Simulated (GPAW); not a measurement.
# free-standing triangular Rh monolayer, spacing 2.904 A: a ladder in the plane-wave cutoff, part 2 of 2

Wanted: the cheapest choice of the plane-wave cutoff that holds the magnetic results of free-standing triangular Rh monolayer, spacing 2.904 A.

GPAW 26.7.0; PBE; plane waves with GPAW's PAW setups, scalar-relativistic.

So far, largest spin moment in the augmentation sphere (μB): step 2 (rung 1 (250 eV), start ferro +) 1.42; step 5 (rung 2 (325 eV), start antiferro q=(0,1/2,0) +-) 0.928; step 6 (rung 3 (400 eV), start ferro +) 1.43; step 7 (rung 3 (400 eV), start antiferro q=(0,1/2,0) +-) 0.932; step 8 (rung 4 (500 eV), start ferro +) 1.43.

## 9. Rung 4 (500 eV), start antiferro q=(0,1/2,0) +-

order2.py

```python
import json
import numpy as np
from ase import Atoms
from ase.parallel import paropen, parprint
from gpaw import GPAW

atoms = Atoms(['Rh', 'Rh'],
    cell=[[2.904, 0.0, 0.0],
         [-2.904, 5.029876, 0.0],
         [0.0, 0.0, 14.0]],
    scaled_positions=[[0.0, 0.0, 0.5],
         [0.0, 0.5, 0.5]],
    pbc=True,
    magmoms=[1.0, -1.0])
atoms.calc = GPAW(mode={'name': 'pw', 'ecut': 500},
    xc='PBE',
    kpts={'size': (10, 5, 1), 'gamma': True},
    occupations={'name': 'fermi-dirac', 'width': 0.05},
    convergence={'density': 1e-05, 'energy': 1e-05},
    maxiter=200,
    symmetry={'tolerance': 1e-4},
    txt='order2.txt')
e = atoms.get_potential_energy(force_consistent=True)
res = {'free_energy': e, 'energy_sigma0': atoms.get_potential_energy(), 'fermi_energy': atoms.calc.get_fermi_level()}
res['moments'] = atoms.get_magnetic_moments().tolist()
res['total'] = atoms.get_magnetic_moment()
parprint('site moments (muB):', np.round(res['moments'], 3))
parprint(f"total moment: {res['total']:.3f} muB")
parprint(f'free energy: {e:.6f} eV')
atoms.calc.write('order2.gpw')
with paropen('results.json', 'w') as f:
    json.dump(res, f)
```

Command:

```console
$ OMP_NUM_THREADS=1 python3 order2.py > order2.log
```

The program printed:

```text
site moments (muB): [ 0.933 -0.933]
total moment: 0.000 muB
free energy: -9.978053 eV

--- order2.txt ---
Input parameters:
  mode=PW(ecut=500),
  convergence={'density': 1e-05, 'energy': 1e-05},
  kpts=MonkhorstPack(size=(10, 5, 1), gamma=True),
  maxiter=200,
  occupations=Occupations(name='fermi-dirac', width=0.05),
  symmetry=Symmetry(tolerance=0.0001),
  xc=XC(name='PBE')

Diagonalizing LCAO Hamiltonian
[...]
|          8 |        -5.060 |     1.000 |        -5.060 |     1.000 |
|          9 |        -4.489 |     1.000 |        -4.489 |     1.000 |
[...]
|         18 |         0.056 |     0.000 |         0.056 |     0.000 |
|         19 |         1.944 |     0.000 |         1.944 |     0.000 |
|         20 |         3.000 |     0.000 |         3.000 |     0.000 |
|         21 |         3.543 |     0.000 |         3.543 |     0.000 |

No gap
No difference between direct/indirect transitions


[key lines of the parts left out:]
Free energy:      -9.978053
Converged in 16 steps
dipole moment: (-8.616492, -14.924203, 0.000003)  # |e|*Ang
Fermi level: -3.020
```

Elapsed: 87 s, on 1 MPI rank of Intel Xeon Platinum 8488C (Sapphire Rapids), shared host; peak memory 0.33 GiB.

Read from the output:

```yaml
magnetization: 0 μB
final_state: antiferromagnetic
largest_moment: 0.9330 μB
```

This start lies +121.3 meV a seeded atom from the first, a change of -0.1 meV since rung 3; its largest moment is 0.933 μB.

## 10. Rung 5 (650 eV), start ferro +

order1.py

```python
import json
import numpy as np
from ase import Atoms
from ase.parallel import paropen, parprint
from gpaw import GPAW

atoms = Atoms(['Rh'],
    cell=[[2.904, 0.0, 0.0],
         [-1.452, 2.514938, 0.0],
         [0.0, 0.0, 14.0]],
    scaled_positions=[[0.0, 0.0, 0.5]],
    pbc=True,
    magmoms=[1.0])
atoms.calc = GPAW(mode={'name': 'pw', 'ecut': 650},
    xc='PBE',
    kpts={'size': (10, 10, 1), 'gamma': True},
    occupations={'name': 'fermi-dirac', 'width': 0.05},
    convergence={'density': 1e-05, 'energy': 1e-05},
    maxiter=200,
    symmetry={'tolerance': 1e-4},
    txt='order1.txt')
e = atoms.get_potential_energy(force_consistent=True)
res = {'free_energy': e, 'energy_sigma0': atoms.get_potential_energy(), 'fermi_energy': atoms.calc.get_fermi_level()}
res['moments'] = atoms.get_magnetic_moments().tolist()
res['total'] = atoms.get_magnetic_moment()
parprint('site moments (muB):', np.round(res['moments'], 3))
parprint(f"total moment: {res['total']:.3f} muB")
parprint(f'free energy: {e:.6f} eV')
atoms.calc.write('order1.gpw')
with paropen('results.json', 'w') as f:
    json.dump(res, f)
```

Command:

```console
$ OMP_NUM_THREADS=1 python3 order1.py > order1.log
```

The program printed:

```text
site moments (muB): [1.434]
total moment: 1.577 muB
free energy: -5.112367 eV

--- order1.txt ---
Input parameters:
  mode=PW(ecut=650),
  convergence={'density': 1e-05, 'energy': 1e-05},
  kpts=MonkhorstPack(size=(10, 10, 1), gamma=True),
  maxiter=200,
  occupations=Occupations(name='fermi-dirac', width=0.05),
  symmetry=Symmetry(tolerance=0.0001),
  xc=XC(name='PBE')

Diagonalizing LCAO Hamiltonian
[...]
|          3 |        -7.282 |     1.000 |        -6.901 |     1.000 |
|          4 |        -4.924 |     1.000 |        -4.078 |     1.000 |
[...]
|          8 |        -3.674 |     1.000 |        -2.492 |     0.000 |
|          9 |        -1.348 |     0.000 |        -1.013 |     0.000 |
|         10 |         1.930 |     0.000 |         1.968 |     0.000 |
|         11 |         2.990 |     0.000 |         3.017 |     0.000 |

No gap
No difference between direct/indirect transitions


[key lines of the parts left out:]
Free energy:      -5.112367
Converged in 14 steps
dipole moment: (-4.312937, -7.470226, 0.000001)  # |e|*Ang
Fermi level: -3.029
```

The job ended after 22 s (1 MPI rank; peak memory 0.22 GiB).

Numbers from this step:

```
magnetization  : 1.577 μB
final state    : ferromagnetic
largest moment : 1.434 μB
```

The largest moment is that of rung 4, at 1.7 times its CPU time.

## 11. Rung 5 (650 eV), start antiferro q=(0,1/2,0) +-

order2.py is the script of step 9 with these lines changed:

```diff
@@ -14,3 +14,3 @@
     magmoms=[1.0, -1.0])
-atoms.calc = GPAW(mode={'name': 'pw', 'ecut': 500},
+atoms.calc = GPAW(mode={'name': 'pw', 'ecut': 650},
     xc='PBE',
```

Command:

```console
$ OMP_NUM_THREADS=1 python3 order2.py > order2.log
```

The program printed:

```text
site moments (muB): [ 0.933 -0.933]
total moment: -0.000 muB
free energy: -9.982301 eV

--- order2.txt ---
Input parameters:
  mode=PW(ecut=650),
  convergence={'density': 1e-05, 'energy': 1e-05},
  kpts=MonkhorstPack(size=(10, 5, 1), gamma=True),
  maxiter=200,
  occupations=Occupations(name='fermi-dirac', width=0.05),
  symmetry=Symmetry(tolerance=0.0001),
  xc=XC(name='PBE')

Diagonalizing LCAO Hamiltonian
[...]
|          8 |        -5.060 |     1.000 |        -5.060 |     1.000 |
|          9 |        -4.488 |     1.000 |        -4.488 |     1.000 |
[...]
|         18 |         0.056 |     0.000 |         0.056 |     0.000 |
|         19 |         1.944 |     0.000 |         1.944 |     0.000 |
|         20 |         2.999 |     0.000 |         2.999 |     0.000 |
|         21 |         3.543 |     0.000 |         3.543 |     0.000 |

No gap
No difference between direct/indirect transitions


[key lines of the parts left out:]
Free energy:      -9.982301
Converged in 18 steps
dipole moment: (-8.616452, -14.924132, 0.000003)  # |e|*Ang
Fermi level: -3.019
```

Elapsed: 2.6 min, on 1 MPI rank; peak memory 0.44 GiB.

This step gave:

- magnetization: 0 μB
- final state: antiferromagnetic
- largest moment: 0.9335 μB

This start lies +121.2 meV a seeded atom from the first, a change of -0.0 meV since rung 4; its largest moment is 0.933 μB.

## 12. Rung 6 (800 eV), start ferro +

order1.py is the script of step 10 with these lines changed:

```diff
@@ -13,3 +13,3 @@
     magmoms=[1.0])
-atoms.calc = GPAW(mode={'name': 'pw', 'ecut': 650},
+atoms.calc = GPAW(mode={'name': 'pw', 'ecut': 800},
     xc='PBE',
```

Command:

```console
$ OMP_NUM_THREADS=1 python3 order1.py > order1.log
```

The program printed:

```text
site moments (muB): [1.434]
total moment: 1.577 muB
free energy: -5.112489 eV

--- order1.txt ---
Input parameters:
  mode=PW(ecut=800),
  convergence={'density': 1e-05, 'energy': 1e-05},
  kpts=MonkhorstPack(size=(10, 10, 1), gamma=True),
  maxiter=200,
  occupations=Occupations(name='fermi-dirac', width=0.05),
  symmetry=Symmetry(tolerance=0.0001),
  xc=XC(name='PBE')

Diagonalizing LCAO Hamiltonian
[...]
|          3 |        -7.282 |     1.000 |        -6.901 |     1.000 |
|          4 |        -4.924 |     1.000 |        -4.078 |     1.000 |
[...]
|          8 |        -3.673 |     1.000 |        -2.492 |     0.000 |
|          9 |        -1.348 |     0.000 |        -1.013 |     0.000 |
|         10 |         1.929 |     0.000 |         1.967 |     0.000 |
|         11 |         2.988 |     0.000 |         3.016 |     0.000 |

No gap
No difference between direct/indirect transitions


[key lines of the parts left out:]
Free energy:      -5.112489
Converged in 14 steps
dipole moment: (-4.312935, -7.470223, 0.000001)  # |e|*Ang
Fermi level: -3.029
```

Elapsed: 24 s, on 1 MPI rank; peak memory 0.26 GiB.

Read from the output:

| Property | Result |
| --- | --- |
| magnetization | 1.577 μB |
| final state | ferromagnetic |
| largest moment | 1.434 μB |

The largest moment is that of rung 5, at 1.1 times its CPU time.

## 13. Rung 6 (800 eV), start antiferro q=(0,1/2,0) +-

order2.py is the script of step 11 with these lines changed:

```diff
@@ -14,3 +14,3 @@
     magmoms=[1.0, -1.0])
-atoms.calc = GPAW(mode={'name': 'pw', 'ecut': 650},
+atoms.calc = GPAW(mode={'name': 'pw', 'ecut': 800},
     xc='PBE',
```

Command:

```console
$ OMP_NUM_THREADS=1 python3 order2.py > order2.log
```

The program printed:

```text
site moments (muB): [ 0.934 -0.934]
total moment: 0.000 muB
free energy: -9.982588 eV

--- order2.txt ---
Input parameters:
  mode=PW(ecut=800),
  convergence={'density': 1e-05, 'energy': 1e-05},
  kpts=MonkhorstPack(size=(10, 5, 1), gamma=True),
  maxiter=200,
  occupations=Occupations(name='fermi-dirac', width=0.05),
  symmetry=Symmetry(tolerance=0.0001),
  xc=XC(name='PBE')

Diagonalizing LCAO Hamiltonian
[...]
|          8 |        -5.059 |     1.000 |        -5.059 |     1.000 |
|          9 |        -4.488 |     1.000 |        -4.488 |     1.000 |
[...]
|         18 |         0.056 |     0.000 |         0.056 |     0.000 |
|         19 |         1.943 |     0.000 |         1.943 |     0.000 |
|         20 |         2.998 |     0.000 |         2.998 |     0.000 |
|         21 |         3.543 |     0.000 |         3.543 |     0.000 |

No gap
No difference between direct/indirect transitions


[key lines of the parts left out:]
Free energy:      -9.982588
Converged in 16 steps
dipole moment: (-8.616447, -14.924126, 0.000003)  # |e|*Ang
Fermi level: -3.019
```

Elapsed: 3.1 min, on 1 MPI rank; peak memory 0.57 GiB.

Numbers from this step:

| Quantity | Value |
| --- | --- |
| magnetization | 0 μB |
| final state | antiferromagnetic |
| largest moment | 0.9335 μB |

This start lies +121.2 meV a seeded atom from the first, a change of -0.0 meV since rung 5; its largest moment is 0.934 μB.

## 14. An attempt with other settings

An input with a fault is tried, to see how the program answers.

run.py

```python
import json
import numpy as np
from ase import Atoms
from ase.parallel import paropen, parprint
from gpaw import GPAW

atoms = Atoms(['Rh'],
    cell=[[2.904, 0.0, 0.0],
         [-1.452, 2.514938, 0.0],
         [0.0, 0.0, 14.0]],
    scaled_positions=[[0.0, 0.0, 0.5]],
    pbc=True,
    magmoms=[1.0])
atoms.calc = GPAW(mode={'name': 'pw', 'ecut': 550},
    xc='PBE96',
    kpts={'size': (10, 10, 1), 'gamma': True},
    occupations={'name': 'fermi-dirac', 'width': 0.05},
    convergence={'density': 1e-05, 'energy': 1e-05},
    maxiter=50,
    symmetry={'tolerance': 1e-4},
    txt='run.txt')
e = atoms.get_potential_energy(force_consistent=True)
res = {'free_energy': e, 'energy_sigma0': atoms.get_potential_energy(), 'fermi_energy': atoms.calc.get_fermi_level()}
res['moments'] = atoms.get_magnetic_moments().tolist()
res['total'] = atoms.get_magnetic_moment()
parprint('site moments (muB):', np.round(res['moments'], 3))
parprint(f"total moment: {res['total']:.3f} muB")
parprint(f'free energy: {e:.6f} eV')
atoms.calc.write('run.gpw')
with paropen('results.json', 'w') as f:
    json.dump(res, f)
```

Command:

```console
$ OMP_NUM_THREADS=1 python3 run.py > run.log
```

The program printed:

```text
NameError: Unknown functional: PBE96.

--- run.txt ---
Input parameters:
  mode=PW(ecut=550),
  convergence={'density': 1e-05, 'energy': 1e-05},
  kpts=MonkhorstPack(size=(10, 10, 1), gamma=True),
  maxiter=50,
  occupations=Occupations(name='fermi-dirac', width=0.05),
  symmetry=Symmetry(tolerance=0.0001),
  xc=XC(name='PBE96')
```

Elapsed: 1.2 s, on 1 MPI rank; peak memory 0.1 GiB.

The program refused the input before any cycle.

The program's message: “NameError: Unknown functional: PBE96.”

The fault put into the input: an unknown functional.

The functional must be one that the program lists.

## 15. Side by side

Ladder, by row:

| rung | cutoff (eV) | state from the first start | state from the second start | second less first (meV a seeded atom) | moment, first (μB) | moment, second (μB) | CPU time (s) |
| --- | --- | --- | --- | --- | --- | --- | --- |
| 1 | 250 | ferromagnetic | antiferromagnetic | 121.9 | 1.417 | 0.9194 | 46.81 |
| 2 | 325 | ferromagnetic | antiferromagnetic | 121.5 | 1.428 | 0.928 | 61.47 |
| 3 | 400 | ferromagnetic | antiferromagnetic | 121.3 | 1.434 | 0.9319 | 85.51 |
| 4 | 500 | ferromagnetic | antiferromagnetic | 121.3 | 1.434 | 0.933 | 99.89 |
| 5 | 650 | ferromagnetic | antiferromagnetic | 121.2 | 1.434 | 0.9335 | 177.3 |
| 6 | 800 | ferromagnetic | antiferromagnetic | 121.2 | 1.434 | 0.9335 | 209.6 |

## 16. Outcome

| Quantity | Value |
| --- | --- |
| range of the moment in the table, first start | 1.42 to 1.43 μB |
| range of CPU time | 47 s to 3.5 min |
| range of the energy difference | 121 to 122 meV a seeded atom |
| first rung from which all stay within 6.1 meV of the last | 1 |

In words: From rung 1 on the result stays within 0.73 meV of the last rung, inside the margin of 6.1 meV set for it, at 22 % of the last rung's cost. The first start ends lower on every rung of the table; whether functional and cell give the true order is another question.

[Logs and program files are shortened in this print: banners, set-up blocks, solver, clock and traceback lines can be left out without a mark of their own.]

[Logs are printed without paths, hosts, clocks, repeated set-up lines and the standing remarks that a program may print on its own settings, such as how far it seeks lower states.]

[Hosts, paths, dates, database ids (printed as entryN), source tags and the programs' standing remarks are cut or masked in the printed files.]

[Where a cell is said to come from a database of computed structures, the database is the Materials Project.]
